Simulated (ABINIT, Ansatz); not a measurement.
# Dielectric function and optical constants of Li3SCl (model structure), part 2 of 2

Aim: the dielectric function of Li3SCl (model structure), and the optical constants that follow from it. The cell was made here by substitution or stacking, whether or not such a phase is known. It was built so: All Br replaced by Cl and O replaced by S in the Pm-3m structure of Li3BrO. The cell is first relaxed with Ansatz.

ABINIT 10.8.3; DFT, PBE, plane waves with norm-conserving potentials (PseudoDojo), scalar-relativistic, independent-particle linear optical response without local fields.

So far: The structure; Relaxation.

### Step 3. Ground state, bands and velocity matrix elements

First the ground state: is it a metal or has it a gap?

This step: DFT, PBE, plane waves with norm-conserving potentials (PseudoDojo), scalar-relativistic, ground state, bands at fixed density and velocity matrix elements (ABINIT 10.8.3).

File run.abi:

```
# ground state, bands on a dense mesh, and the derivatives d/dk of the wave functions
ndtset 3

ngkpt1 5 5 5
shiftk1 0.0 0.0 0.0
tolvrs1 1.0d-12
nband1 15
prtden1 1

iscf2 -2
getden2 1
ngkpt2 7 7 7
shiftk2 0.0 0.0 0.0
kptopt2 1
nband2 52
nbdbuf2 4
tolwfr2 1.0d-14

optdriver3 8
wfk_task3 "wfk_ddk"
prtevk3 1
getwfk3 2
getden3 1
iscf3 -2
ngkpt3 7 7 7
shiftk3 0.0 0.0 0.0
kptopt3 1
nband3 52

nshiftk 1
occopt 3
tsmear 0.001837
ecut 45.0
nstep 80
iomode 3
chksymbreak 0
chkprim 0
chksymtnons 0
acell 3*1.0 Angstrom
rprim
  4.591485198700 0.000000000000 0.000000000000
  0.000000000000 4.591485198700 0.000000000000
  0.000000000000 0.000000000000 4.591485198700
natom 5
ntypat 3
znucl 17 16 3
typat 1 2 3 3 3
xred
  0.500000000000 0.500000000000 0.500000000000
  0.000000000000 0.000000000000 0.000000000000
  0.000000000000 0.000000000000 0.500000000000
  0.000000000000 0.500000000000 1.000000000000
  0.500000000000 0.000000000000 1.000000000000
pseudos "Cl.upf, S.upf, Li.upf"
```

Command:

```
mpirun -n 4 abinit run.abi
```

Numbers of over 12 decimals in the logs are rounded to 6 here.

What it wrote:

```text
DATASET    1 : space group Pm -3 m (#221); Bravais cP (primitive cubic)
 DATASET    2 : space group Pm -3 m (#221); Bravais cP (primitive cubic)
 DATASET    3 : space group Pm -3 m (#221); Bravais cP (primitive cubic)
            ngfft          54      54      54
                         0.06400    0.19200    0.19200    0.06400
                         0.06997    0.03499    0.06997    0.03499    0.02332    0.06997
                         0.06997    0.06997    0.13994    0.06997    0.02332    0.06997
                         0.06997    0.03499    0.06997    0.03499    0.02332    0.06997
                         0.06997    0.06997    0.13994    0.06997    0.02332    0.06997
== DATASET  1 ==================================================================
 Real(R)+Recip(G) space primitive vectors, cartesian coordinates (Bohr,Bohr^-1):
 R(1)=  8.6766495  0.0000000  0.0000000  G(1)=  0.1152519  0.0000000  0.0000000
 R(2)=  0.0000000  8.6766495  0.0000000  G(2)=  0.0000000  0.1152519  0.0000000
 R(3)=  0.0000000  0.0000000  8.6766495  G(3)=  0.0000000  0.0000000  0.1152519
 Unit cell volume ucvol=  6.5321503E+02 bohr^3
 Angles (23,13,12)=  9.00000000E+01  9.00000000E+01  9.00000000E+01 degrees
 getcut: wavevector=  0.0000  0.0000  0.0000  ngfft=  54  54  54
     iter   Etot(hartree)      deltaE(h)  residm     vres2
 ETOT  1  -49.223082780836    -4.922E+01 7.222E-02 5.632E+02
 ETOT  2  -49.296037585472    -7.295E-02 2.491E-03 3.695E+01
 ETOT  3  -49.300263274074    -4.226E-03 6.653E-04 2.031E+00
 ETOT  4  -49.300325043172    -6.177E-05 8.951E-04 2.559E-01
 ETOT  5  -49.300336072323    -1.103E-05 7.140E-05 4.133E-03
 ETOT  6  -49.300336489342    -4.170E-07 5.765E-05 6.894E-04
 ETOT  7  -49.300336524542    -3.520E-08 5.567E-06 7.995E-06
 ETOT  8  -49.300336524790    -2.485E-10 4.679E-06 4.420E-07
 ETOT  9  -49.300336524801    -1.101E-11 6.325E-07 1.812E-08
 ETOT 10  -49.300336524801    -9.237E-14 4.635E-07 1.724E-10
 ETOT 11  -49.300336524800     1.222E-12 8.905E-08 5.547E-12
 ETOT 12  -49.300336524802    -1.805E-12 6.252E-08 9.317E-14
 At SCF step   12       vres2   =  9.32E-14 < tolvrs=  1.00E-12 =>converged.
 Cartesian components of stress tensor (hartree/bohr^3)
  sigma(1 1)= -6.12952969E-07  sigma(3 2)=  0.00000000E+00
  sigma(2 2)= -6.12952969E-07  sigma(3 1)=  0.00000000E+00
  sigma(3 3)= -6.12952969E-07  sigma(2 1)=  0.00000000E+00
 Mean square residual over all n,k,spin=   80.543E-11; max=  62.519E-09
 Fermi (or HOMO) energy (hartree) =   0.07502   Average Vxc (hartree)=  -0.28558
 Eigenvalues (hartree) for nkpt=  10  k points:
 kpt#   1, nband= 15, wtk=  0.00800, kpt=  0.0000  0.0000  0.0000 (reduced coord)
  -1.63464   -1.63424   -1.63424   -0.48574   -0.38313   -0.07578   -0.07578   -0.07578
  -0.02422   -0.02422   -0.02422    0.13835    0.22534    0.22534    0.34671
   2.00000    2.00000    2.00000    2.00000    2.00000    2.00000    2.00000    2.00000
   2.00000    2.00000    2.00000    0.00000    0.00000    0.00000    0.00000
kinetic             :  2.51309968864733E+01
hartree             :  9.96263546727016E+00
xc                  : -1.27995994094866E+01
Ewald energy        : -2.88333936780074E+01
psp_core            :  8.88358631948261E-01
local_psp           : -3.34862467518006E+01
non_local_psp       : -1.01630876711990E+01
internal            : -4.93003365248019E+01
'-kT*entropy'       :  1.72281023148767E-15
total_energy        : -4.93003365248019E+01
total_energy_eV     : -1.34153049923323E+03
 Cartesian components of stress tensor (hartree/bohr^3)
  sigma(1 1)= -6.12952969E-07  sigma(3 2)=  0.00000000E+00
  sigma(2 2)= -6.12952969E-07  sigma(3 1)=  0.00000000E+00
  sigma(3 3)= -6.12952969E-07  sigma(2 1)=  0.00000000E+00
-Cartesian components of stress tensor (GPa)         [Pressure=  1.8034E-02 GPa]
== DATASET  2 ==================================================================
 Real(R)+Recip(G) space primitive vectors, cartesian coordinates (Bohr,Bohr^-1):
 R(1)=  8.6766495  0.0000000  0.0000000  G(1)=  0.1152519  0.0000000  0.0000000
 R(2)=  0.0000000  8.6766495  0.0000000  G(2)=  0.0000000  0.1152519  0.0000000
 R(3)=  0.0000000  0.0000000  8.6766495  G(3)=  0.0000000  0.0000000  0.1152519
 Unit cell volume ucvol=  6.5321503E+02 bohr^3
 Angles (23,13,12)=  9.00000000E+01  9.00000000E+01  9.00000000E+01 degrees
 getcut: wavevector=  0.0000  0.0000  0.0000  ngfft=  54  54  54
 Mean square residual over all n,k,spin=   46.082E-16; max=  99.841E-16
 Eigenvalues (hartree) for nkpt=  20  k points:
 kpt#   1, nband= 52, wtk=  0.00292, kpt=  0.0000  0.0000  0.0000 (reduced coord)
  -1.63464   -1.63424   -1.63424   -0.48574   -0.38313   -0.07578   -0.07578   -0.07578
  -0.02422   -0.02422   -0.02422    0.13835    0.22534    0.22534    0.34671    0.34671
   0.34671    0.36271    0.36271    0.36271    0.37173    0.37173    0.37173    0.45770
   0.45770    0.52007    0.52007    0.52007    0.64439    0.64439    0.64439    0.66810
   0.69493    0.75915    0.75915    0.78111    0.78111    0.84091    0.84091    0.84091
   0.94804    0.94804    0.94804    0.97787    0.97787    0.97787    0.99311    1.00098
   1.00098    1.00098    1.05550    1.05550
== DATASET  3 ==================================================================
            ngfft          54      54      54
                         0.06400    0.19200    0.19200    0.06400
                         0.06997    0.03499    0.06997    0.03499    0.02332    0.06997
                         0.06997    0.06997    0.13994    0.06997    0.02332    0.06997
                         0.06997    0.03499    0.06997    0.03499    0.02332    0.06997
                         0.06997    0.06997    0.13994    0.06997    0.02332    0.06997
[shortened to cell, iterations, levels, energies and stress; the echo of variables, forces, comments, warnings and credits are left out]
```

It took 95 s on 4 MPI ranks of Arm Neoverse V1, shared host; peak memory 0.15 GiB; 6.3 min of CPU time.

This step gave:

```
total energy           : -49.30 Ha
gap on the k-mesh      : 4.108 eV
direct gap on the mesh : 4.327 eV
```

There is a gap, 4.11 eV on this mesh (points off the mesh can give less), so no carriers' term is needed.

### Step 4. Optical response

With the density converged, the vertical transitions are summed over the zone.

This step: DFT, PBE, plane waves with norm-conserving potentials (PseudoDojo), scalar-relativistic, independent-particle linear optical response without local fields (ABINIT 10.8.3).

File optic.abi:

```
&FILES
 ddkfile_1 = 'runo_DS3_1_EVK.nc',
 ddkfile_2 = 'runo_DS3_2_EVK.nc',
 ddkfile_3 = 'runo_DS3_3_EVK.nc',
 wfkfile = 'runo_DS2_WFK.nc'
/
&PARAMETERS
 broadening = 0.001837,
 domega = 0.0020212,
 maxomega = 0.80849,
 scissor = 0.0,
 tolerance = 0.002,
 nband_sum = 48
/
&COMPUTATIONS
 num_lin_comp = 1,
 lin_comp = 11,
 num_nonlin_comp = 0,
 num_linel_comp = 0,
 num_nonlin2_comp = 0
/
```

Command:

```
optic optic.abi
```

What it wrote:

```text

 OPTIC has originally been developed by
 S. Sharma, J. K. Dewhurst and C. Ambrosch-Draxl, Phys. Rev. B 67, 165332 (2003), and
 S. Sharma and C. Ambrosch-Draxl, Physica Scripta T 109 (2004).

 rprimd(bohr)      =   8.67665   0.00000   0.00000
                       0.00000   8.67665   0.00000
                       0.00000   0.00000   8.67665
 natom             =       5
 nkpt,mband        =      20      52
 ecut              =  45.00000 Ha
 newocc: new Fermi energy is       0.077578 , with nelect=     22.000000, Number of bisection calls: 3
 Fermi level: 2.1110  (eV)

 fermie            =   0.07758 Ha   2.11100 eV
 Scissor shift     =   0.00000 Ha
 Tolerance on closeness to singularities     =   0.00200 Ha
 Smearing factor      =   0.00184 Ha
 Will use the antiresonant approximation (meaning that the antiresonant terms are neglected)
 Will not perform the bands decomposition
 linear coeffs to be calculated :
 11
 non-linear coeffs to be calculated :

 electronic part of electro-optic coeffs to be calculated :

 non-linear coeffs (V2) to be calculated :

 linear optic matrix elements will be printed :0
 optic : Call pmat2cart
 No scissor shift to be applied. Returning to main optic routine.
 optic : Call linopt
  linopt            1           1
 calculated the component:           1           1   of dielectric function
  with broadening:         (0.000000,1.83700000000000009E-003)
 and scissors shift:   0.000000
 energy window:   71.852667      eV   2.640537      Ha
 optic : Call nlinopt
 optic : Call linelop
 optic : Call nonlinopt

================================================================================

 Calculation completed.
-
program: optic
version: 10.8.3
start_datetime:
end_datetime:
overall_cpu_time:           0.2
overall_wall_time:           0.2
mpi_procs: 1
omp_threads: 1
...
```

It took 0.63 s on 1 thread; peak memory 0.05 GiB.

This step gave:

| Quantity | Value |
| --- | --- |
| electronic dielectric constant ε∞, mean over x, y and z (by symmetry where fewer were run) | 3.48 |

The Im ε, E ∥ x has structure finer than the step of the table below, so its rows give means over 1 eV, whole bins alone (the curve runs from 0.0550 to 21.9 eV). Peaks (eV: height): 5.2: 6.11, 5.6: 7.28, 6.7: 6.15, 7.0: 5.33, 7.2: 5.69, 7.9: 7.43, 8.4: 5.90.

Sum at mesh points, not converged in k; values under the direct gap are tails of Lorentzian lines. The Im ε, E ∥ x by photon energy; means over each step:

photon energy (eV), Im ε, E ∥ x and a bar:
```
        1       0.01 
        2       0.01 
        3       0.03 
        4       0.33 ##
        5       2.81 ################
        6       3.55 ####################
        7       4.39 #########################
        8       5.35 ##############################
        9       3.23 ##################
       10       3.42 ###################
       11       1.74 ##########
       12       1.51 ########
       13       0.92 #####
       14       0.85 #####
       15       0.67 ####
       16       0.48 ###
       17       0.62 ###
       18       0.66 ####
       19       0.45 ##
       20       0.22 #
       21       0.12 #
```

The reflectivity at normal incidence, E ∥ x has structure finer than the step of the table below, so its rows give means over 1 eV, whole bins alone (the curve runs from 0.0550 to 21.9 eV). Peaks (eV: height): 8.0: 35.4, 8.7: 37.7, 10.3: 46.0, 11.1: 57.3, 12.0: 34.7, 12.4: 37.6, 15.2: 33.1.

Sum at mesh points, not converged in k. Table of reflectivity at normal incidence, E ∥ x by photon energy; means over each step:

```tsv
photon energy (eV)	reflectivity at normal incidence, E ∥ x (%)
1	9.34
2	10.0
3	11.5
4	15.2
5	21.4
6	19.0
7	22.3
8	28.2
9	27.7
10	27.2
11	38.2
12	25.4
13	25.1
14	19.3
15	18.9
16	10.8
17	8.13
18	10.9
19	17.5
20	14.8
21	6.74
```

The loss function −Im 1/ε at q → 0, E ∥ x has structure finer than the step of the table below, so its rows give means over 1 eV, whole bins alone (the curve runs from 0.0550 to 21.9 eV). Peaks (eV: height): 14.7: 2.20, 15.3: 2.74, 15.6: 2.50, 18.0: 1.77, 19.2: 3.43, 19.9: 3.98, 20.4: 2.03.

Sum at mesh points, not converged in k; values under the direct gap are tails of Lorentzian lines. The loss function −Im 1/ε at q → 0, E ∥ x by energy loss; means over each step:

```tsv
energy loss (eV)	loss function −Im 1/ε at q → 0, E ∥ x
1	4.2e-4
2	9.3e-4
3	0.00170
4	0.0105
5	0.0588
6	0.156
7	0.139
8	0.164
9	0.320
10	0.276
11	0.473
12	0.619
13	1.00
14	1.18
15	1.50
16	1.63
17	1.22
18	1.33
19	2.22
20	2.55
21	0.905
```

From ε follow the optical constants at some laser and lamp lines:

```tsv
wavelength (nm)	n	k	R (%)	1/α
1550	1.87	0.001	9.2	112 µm
1064	1.88	0.002	9.4	51 µm
800	1.90	0.002	9.6	27 µm
633	1.92	0.003	10.0	16 µm
532	1.95	0.004	10.4	10 µm
405	2.03	0.007	11.5	4.5 µm
193	2.15	0.393	14.7	39 nm
```

Below the direct gap, k and the depth come from the tails of the Lorentzian lines, not from transitions.

Rows near the edge hang on the gap, which this functional as a rule makes too small, and phonon-assisted absorption is left out.

### Step 5. What came out

| Item | Value |
| --- | --- |
| electronic dielectric constant ε∞, mean over x, y and z (by symmetry where fewer were run) (independent particles) | 3.48 |

What this shows: At this level (PBE, independent particles) Li3SCl has ε∞ = 3.48 and n = 1.87 at 1550 nm. The cell grew by 31.5 % in volume. On the mesh the gap is 4.11 eV and the least direct gap 4.33 eV, so on this mesh the band edges lie at different points. Excitons and phonon-assisted transitions are missing, and so are local fields; PBE gaps are as a rule too small, which pulls the onset down and ε∞ up. The cell grew by 32 % in the relaxation, which can come from the guessed start or, where layers or molecules are weakly bound, from the missing dispersion term; a larger cell lowers ε. The sum runs over mesh points 0.20 Å⁻¹ apart with no interpolation, so peaks are partly noise of the mesh and static values carry its error. Besides steps told in other documents, this task had 1 run with a known fault of program or setting; those not told in a step above aren't shown.

[Logs are printed without paths, hosts, clocks, repeated set-up lines and the standing remarks that a program may print on its own settings, such as how far it seeks lower states.]

[Hosts, paths, dates, database ids (printed as entryN), source tags and the programs' standing remarks are cut or masked in the printed files.]
